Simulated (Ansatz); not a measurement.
# Quasi-harmonic thermodynamics of Be2Al (hypothetical, Fm-3m)

How much does Be2Al (hypothetical) expand with temperature? The crystal structure is hypothetical: it was made by swapping elements on a known structure type.

Program: Ansatz 0.2.0. Level of theory: DFT PBEsol, scalar-relativistic, plane waves, PAW. Results are calculated unless marked as measured.

**1. Set-up**

The structure is cubic, space group Fm-3m (No. 225). Conventional cell: a = 5.202 Å, b = 5.202 Å, c = 5.202 Å, α = 90.00°, β = 90.00°, γ = 90.00°. Nearest to Be lie 4 Al at 2.25 Å. Nearest to Al lie 8 Be at 2.25 Å. Farther neighbours are not listed.

As a file:

```cif
data_structure
_symmetry_space_group_name_H-M 'P 1'
_symmetry_Int_Tables_number 1
_cell_length_a 3.6786
_cell_length_b 3.6786
_cell_length_c 3.6786
_cell_angle_alpha 60.000
_cell_angle_beta 60.000
_cell_angle_gamma 60.000
_cell_volume 35.20
loop_
_atom_site_label
_atom_site_type_symbol
_atom_site_fract_x
_atom_site_fract_y
_atom_site_fract_z
_atom_site_occupancy
Be1 Be 0.25000 0.25000 0.25000 1
Be2 Be 0.75000 0.75000 0.75000 1
Al3 Al 0.00000 0.00000 0.00000 1
```

**2. Probe on a coarse mesh**

A cheap single point shows whether the cell is a metal or an insulator and how far it is from rest; that sets the k-mesh and the occupations of what follows.

Input file input.yaml:

```yaml
crystal:
  lattice:
    - [0.0, 2.60119, 2.60119]
    - [2.60119, 0.0, 2.60119]
    - [2.60119, 2.60119, 0.0]
  atoms:
    - { symbol: Be, position: [0.25, 0.25, 0.25] }
    - { symbol: Be, position: [0.75, 0.75, 0.75] }
    - { symbol: Al, position: [0.0, 0.0, 0.0] }
kpoints:
  mp_grid: { grid: [6, 6, 6] }
hamiltonian:
  xc: pbesol
scf:
  occupations: { method: gaussian, width: 0.1 }
output:
  forces: true
  stress: true
  eigenvalues: true
```

On the command line:

```console
> ansatz run input.yaml --threads 4 --pin off --max-ram 8192MiB --backend cpu --events-out ev --progress --plain --runs-dir out
```

Numbers of over 12 decimals in the logs are rounded to 6 here.

The log of the run:

```text
Engine: ansatz 0.2.0, aarch64-unknown-linux-gnu
Pseudopotentials: kind: paw
Pseudopotential: Be, paw, valence charge 2, recommended cutoff 420 eV (normal), Be.paw.azcp
Pseudopotential: Al, paw, valence charge 3, recommended cutoff 420 eV (normal), Al.paw.azcp
Functional definition: PBEsol
  exchange = pbesol_x
  correlation = pbesol_c
Crystal: 3 atoms, lattice volume = 35.200 Å³
Basis set: ecut = 420 eV, 701 PW (Γ), exchange–correlation on 50×50×50 points (8 copies of the dense FFT grid, shifted against one another)
Bands: 8, of which v1, the nominal top of the filled ones, is band 4 counted from 1 (3 counted from 0)
Symmetry: 48 space group operations
Space group: Fm-3m (ITA 225), of the structure as read, at distance tolerance 3.3e-5 Å
k-points: 16 of 216
Non-local potential: Be, projectors of the file, l = 0: 2, l = 1: 2, l = 2: 1
Non-local potential: Al, projectors of the file, l = 0: 2, l = 1: 2, l = 2: 1
PAW form: soft (Blöchl's): semilocal exchange-correlation on the pseudo side does not see the compensation charge
PAW frozen core: Be, regenerated for the run's functional, and the local potential with it (the file was generated under x = pbe(κ = 0.804, μ = 0.219515), c = pbe(β = 0.066725))
PAW frozen core: Al, regenerated for the run's functional, and the local potential with it (the file was generated under x = pbe(κ = 0.804, μ = 0.219515), c = pbe(β = 0.066725))
PAW one-centre angular grid: Be, 110 points (default); XC on 64 Gauss nodes
PAW one-centre angular grid: Al, 110 points (default); XC on 64 Gauss nodes
Initial density: superposition of atomic densities (neutral atoms: chi_scale 0, normalization atom), corrected by the library's trained network
Initial wavefunctions: pseudopotential atomic-orbital guess
Functional: x = pbesol(κ = 0.804, μ = 0.123457), c = pbesol(β = 0.046)
SCF iter   1: F=—  HF=-703.276157 eV  |F-HF|=—  |Δ(HF+E_count)|=         —  Δρ=2.64e-3  dr2=3.43e-3  ethr=1.77e-3  ⟨swp⟩=5.5  Hψ=1050  notcnv=0
preconditioner: auto → none  [insulator: Δε(μ)=0.396 eV  Ē_g=8.883 eV  σ=0.100 eV  W_gap=0.96  n_scr=0 (ndim 8)  ℏωp=16.6 eV  f_vac=0.000  D(μ)=0.28/eV (n_scr^D=0)  ε∞_Penn≈4.5]
SCF iter   2: F=—  HF=-703.275288 eV  |F-HF|=—  |Δ(HF+E_count)|=   8.70e-4  Δρ=1.12e-3  dr2=6.00e-4  ethr=4.90e-5  ⟨swp⟩=1.1  Hψ=257  notcnv=0
SCF iter   3: F=—  HF=-703.275163 eV  |F-HF|=—  |Δ(HF+E_count)|=   1.25e-4  Δρ=8.71e-5  dr2=2.07e-6  ethr=8.57e-6  ⟨swp⟩=2.0  Hψ=172  notcnv=0
SCF iter   4: F=—  HF=-703.275163 eV  |F-HF|=—  |Δ(HF+E_count)|=   3.28e-7  Δρ=1.06e-5  dr2=3.11e-8  ethr=2.95e-8  ⟨swp⟩=2.4  Hψ=174  notcnv=0
iter 5 did not close the SCF: its close was put off for the readings that it lacked (scf_convergence_deferred on its scf_iter line)
SCF iter   5: F=-703.275163 eV  HF=-703.275163 eV  |F-HF|=2.27e-9  |Δ(HF+E_count)|=   2.19e-8  Δρ=2.37e-6  dr2=3.20e-9  ethr=4.44e-10  ⟨swp⟩=2.1  Hψ=172  notcnv=0
SCF iter   6: F=-703.275163 eV  HF=-703.275163 eV  |F-HF|=6.17e-11  |Δ(HF+E_count)|=   1.51e-9  Δρ=3.95e-7  dr2=9.10e-11  ethr=4.57e-11  ⟨swp⟩=2.2  Hψ=446  notcnv=0
SCF 1 converged in 6 iterations: F = -703.275163 eV  dr2 = 9.10e-11
  greatest PAW one-centre occupation: 0.485 electrons in one spin orbital (limit 2), on the Al atom at site 2 (counted from 0), in its partial waves of l = 0
SCF converged after 6 iterations
Free energy (F): -703.275163 eV
Harris-Foulkes:  -703.275163 eV  (|F-HF|=6.17e-11)
Internal energy: -703.273756 eV  (E = F + TS)
E sigma→0 (E₀):  -703.274459 eV
Entropy (-TS):   -0.001407 eV (-0.469 meV/atom)
Fermi energy:    6.502592 eV
--- Per-component energies (eV) ---
  E_band       = 16.362111
  E_kinetic    = 64.277772
  E_local      = 3.571577  (includes V_loc(G=0)·N_el)
  E_nonlocal   = 21.566783
  E_hartree    = 2.020405
  E_xc         = -78.057860
  E_vxc        = -69.920042  (∫ρ·V_xc dr)
  E_paw        = -570.120886  (= ΣΔE_a)
  E_vpaw       = -7.174797  (= ΣTr[D̂ρ^β])
  E_aug_tail   = -0.000005  (compensation charges beyond the density's cutoff)
  E_ewald      = -146.569742
  E_core_change = 0.038202  (= ΣΔE_core)
  E_smearing   = -0.001407  (= −TS)
  E_closure    = 0.000000  (closes the sum)
  Σ components = -703.275163   (vs F -703.275163, Δ=0.00e0)
--- Forces (eV/Å), atoms counted from 1 ---
  atom   1  Be    -0.00000000     0.00000000     0.00000000
  atom   2  Be    -0.00000000    -0.00000000     0.00000000
  atom   3  Al    -0.00000000     0.00000000    -0.00000000
  max |Σ_I F_I| component: 2.78e-17 eV/Å
--- Stress (GPa, compression-positive) ---
       13.420028      -0.000000      -0.000000
       -0.000000      13.420028       0.000000
       -0.000000       0.000000      13.420028
  P = ⅓ Tr σ = 13.4200 GPa (134.200 kbar)
--- Band table (eV; the first three rows and the last of 16) ---
  k-point 0: bands = ["-3.7428", "7.7501", "7.7501", "7.7501", "10.4535", "10.4535", "10.4535", "14.7948"]
  k-point 1: bands = ["-3.3535", "5.5565", "7.4525", "7.4525", "10.4849", "10.4849", "11.2772", "13.7731"]
  k-point 2: bands = ["-2.2029", "2.4880", "7.2256", "7.2256", "9.3234", "9.3234", "11.5373", "13.9240"]
  k-point 15: bands = ["0.7614", "1.8790", "2.9996", "3.0612", "9.2532", "11.2866", "12.8594", "15.7830"]
```

Elapsed: 0.75 s, on 4 threads of Arm Neoverse V2, shared host; peak memory 0.25 GiB; 1.1 s of CPU time.

The column dr2 measures how far the density is from self-consistency, as an energy; F and HF (Harris–Foulkes) agree once it is small.

Numbers from this step:

```yaml
pressure: 13.42 GPa
volume_per_atom: 11.73 Å³
gap_on_the_k_mesh: 0 eV
```

The start is under 13 GPa at this level and looks like a metal on this mesh.

**3. A loose first relaxation**

The start is far from rest, so a relaxation with loose thresholds first brings it near the minimum.

input.yaml, as its differences from that of step 2:

```diff
@@ -19 +19,6 @@
   eigenvalues: true
+relax:
+  adjacent_minimum: "off"
+  f_tol: 0.05
+  max_steps: 80
+  cell: { stress_tol: 0.5 }
```

The log of the run:

```text
[...]
Crystal: 3 atoms, lattice volume = 35.200 Å³
Basis set: ecut = 420 eV, 701 PW (Γ), exchange–correlation on 50×50×50 points (8 copies of the dense FFT grid, shifted against one another)
Bands: 8, of which v1, the nominal top of the filled ones, is band 4 counted from 1 (3 counted from 0)
Symmetry: 48 space group operations
[...]
k-points: 16 of 216
[...]
SCF iter   1: F=—  HF=-703.276157 eV  |F-HF|=—  |Δ(HF+E_count)|=         —  Δρ=2.64e-3  dr2=3.43e-3  ethr=1.77e-3  ⟨swp⟩=5.5  Hψ=1050  notcnv=0
[...]
SCF iter   6: F=-703.275163 eV  HF=-703.275163 eV  |F-HF|=6.17e-11  |Δ(HF+E_count)|=   1.51e-9  Δρ=3.95e-7  dr2=9.10e-11  ethr=4.57e-11  ⟨swp⟩=2.2  Hψ=446  notcnv=0
SCF 1 converged in 6 iterations: F = -703.275163 eV  dr2 = 9.10e-11
[...]
relax step   1: F+E_penalty+E_count = -703.27516318 eV  Δ(F+E_penalty+E_count) = +0.000e0 eV  max|allowed force component| = 4.626e-18 eV/Å  Δτ_max = 0.0000 Å  P = +13.420 GPa  Ω = 35.200 Å³  (6 SCF iters, dr2 threshold 1.00e-7 eV, accepted)
Crystal: 3 atoms, lattice volume = 38.065 Å³
Basis set: ecut = 420 eV, 725 PW (Γ), exchange–correlation on 50×50×50 points (8 copies of the dense FFT grid, shifted against one another)
[...]
iter 1 solved again at ethr=9.59e-5 eV; its pass at ethr=3.10e-3 eV (dr2=6.71e-3 eV) is discarded
[...]
SCF iter   5: F=-703.433485 eV  HF=-703.433485 eV  |F-HF|=2.34e-11  |Δ(HF+E_count)|=   1.07e-8  Δρ=6.31e-7  dr2=2.34e-10  ethr=7.87e-10  ⟨swp⟩=1.7  Hψ=386  notcnv=0
SCF 2 converged in 5 iterations: F = -703.433485 eV  dr2 = 2.34e-10
[...]
relax step   2: F+E_penalty+E_count = -703.43348479 eV  Δ(F+E_penalty+E_count) = -1.583e-1 eV  max|allowed force component| = 3.084e-17 eV/Å  Δτ_max = 0.0000 Å  P = +4.827 GPa  Ω = 38.065 Å³  energy of the carried Pulay correction = -5.661e-4 eV  (5 SCF iters, dr2 threshold 3.00e-7 eV, accepted)
Crystal: 3 atoms, lattice volume = 39.887 Å³
Basis set: ecut = 420 eV, 749 PW (Γ), exchange–correlation on 50×50×50 points (8 copies of the dense FFT grid, shifted against one another)
[...]
SCF iter   5: F=-703.463598 eV  HF=-703.463598 eV  |F-HF|=1.40e-10  |Δ(HF+E_count)|=   4.96e-9  Δρ=6.53e-7  dr2=3.40e-10  ethr=2.77e-10  ⟨swp⟩=1.3  Hψ=376  notcnv=0
SCF 3 converged in 5 iterations: F = -703.463598 eV  dr2 = 3.40e-10
[...]
relax step   3: F+E_penalty+E_count = -703.46359848 eV  Δ(F+E_penalty+E_count) = -3.011e-2 eV  max|allowed force component| = 7.401e-17 eV/Å  Δτ_max = 0.0000 Å  P = +0.677 GPa  Ω = 39.887 Å³  energy of the carried Pulay correction = -9.037e-4 eV  (5 SCF iters, dr2 threshold 3.00e-7 eV, accepted)
[...]
relax step   4: F+E_penalty+E_count = -703.46424634 eV  Δ(F+E_penalty+E_count) = -6.479e-4 eV  max|allowed force component| = 8.635e-17 eV/Å  Δτ_max = 0.0000 Å  P = -0.000 GPa  Ω = 40.225 Å³  energy of the carried Pulay correction = -9.646e-4 eV  (3 SCF iters, dr2 threshold 3.00e-7 eV, accepted)
Basis set: ecut = 420 eV, 749 PW (Γ), exchange–correlation on 54×54×54 points (8 copies of the dense FFT grid, shifted against one another)
[...]
SCF iter   3: F=-703.466445 eV  HF=-703.466445 eV  |F-HF|=7.77e-9  |Δ(HF+E_count)|=   6.15e-7  Δρ=6.19e-6  dr2=1.72e-9  ethr=4.29e-11  ⟨swp⟩=3.0  Hψ=470  notcnv=0
SCF 5 converged in 3 iterations: F = -703.466445 eV  dr2 = 1.72e-9
relax step   5: F+E_penalty+E_count = -703.46644490 eV  Δ(F+E_penalty+E_count) = -2.199e-3 eV  max|allowed force component| = 8.327e-17 eV/Å  Δτ_max = 0.0000 Å  P = +0.086 GPa  Ω = 40.225 Å³  stress off target by 8.56e-2 GPa  SCF on the basis re-selected at this cell (its energy is not comparable with the rows above)  (3 SCF iters)
basis re-selected at this cell: Δ(F+E_penalty+E_count) = -2.199e-3 eV, ΔP = +0.086 GPa vs the last step (what re-selecting the basis moved, of the pressure what is left beyond the Pulay correction that the steps carried, after the strain that the cell walked since its last selection, with what the two solves' SCF thresholds leave and, on support functions, any second-order correction that the steps lacked; it is no measure of the basis error at this ecutwfc). The dense FFT grid was sized anew with the basis: this SCF ran on 27×27×27 points, the steps before it on 25×25×25, so part of this shift can come from that change (see relax.cell in the input reference). [rest of the remark cut]
SCF converged after 3 iterations
Free energy (F): -703.466445 eV
[...]
Internal energy: -703.462885 eV  (E = F + TS)
E sigma→0 (E₀):  -703.464665 eV
Entropy (-TS):   -0.003560 eV (-1.187 meV/atom)
Fermi energy:    5.293507 eV
[...]
--- Stress (GPa, compression-positive) ---
        0.085611       0.000000       0.000000
        0.000000       0.085611       0.000000
        0.000000       0.000000       0.085611
  P = ⅓ Tr σ = 0.0856 GPa (0.856 kbar)
--- Band table (eV; the first three rows and the last of 16) ---
[...]
--- Relaxed structure (4 steps of the walk, 4 accepted, 1 SCFs on fresh bases) ---
  F+E_penalty+E_count = -703.46644490 eV   max|allowed force component| = 8.327e-17 eV/Å   (the final SCF, on the basis selected at the relaxed cell)
  cell:  # Å, volume = 40.2250 Å³
    - [0, 2.719497, 2.719497]
    - [2.719497, 0, 2.719497]
    - [2.719497, 2.719497, 0]
  atoms:
    - { symbol: Be, position: [0.25, 0.25, 0.25] }
    - { symbol: Be, position: [0.750000, 0.750000, 0.750000] }
    - { symbol: Al, position: [0, 0, 0] }
```

The job ended after 0.96 s (4 threads; peak memory 0.27 GiB; 2.7 s of CPU time).

The steps of the relaxation:

```
step  energy less that of the first step (eV)  largest force component (eV/Å)  pressure (GPa)  volume (Å³)
   1                                   0.0000                          0.0000           13.42        35.20
   2                                  -0.1583                          0.0000            4.83        38.07
   3                                  -0.1884                          0.0000            0.68        39.89
   4                                  -0.1891                          0.0000            0.00        40.22
  5*                                  -0.1913                          0.0000            0.09        40.22
```

Relaxation steps marked * repeat the geometry before them on a plane-wave basis chosen anew for their cell, so energy and pressure can jump there.

The run keeps the 48 symmetry operations that it works with, so distortions that break them were not tested.

```
conventional cell, symmetrised  before  after   change
                         a (Å)   5.202  5.439   +4.5 %
                         b (Å)   5.202  5.439   +4.5 %
                         c (Å)   5.202  5.439   +4.5 %
              volume (Å³/atom)   11.73  13.41  +14.3 %
```

The relaxed structure:

```xyz
3
Lattice="0.0000 2.7195 2.7195 2.7195 0.0000 2.7195 2.7195 2.7195 0.0000" Properties=species:S:1:pos:R:3 pbc="T T T"
Be    1.3597    1.3597    1.3597
Be    4.0792    4.0792    4.0792
Al    0.0000    0.0000    0.0000
```

This step gave:

| Property | Result |
| --- | --- |
| pressure | 0.08561 GPa |
| volume per atom | 13.41 Å³ |

The relaxation ends with a pressure of 0.09 GPa.

(Part 1 of 4 ends here.)

[Logs are printed without paths, hosts, clocks, repeated set-up lines and the standing remarks that a program may print on its own settings, such as how far it seeks lower states.]

[Hosts, paths, dates, database ids (printed as entryN), source tags and the programs' standing remarks are cut or masked in the printed files.]

[A step with changed settings may run another functional than the one named; its input shows which.]
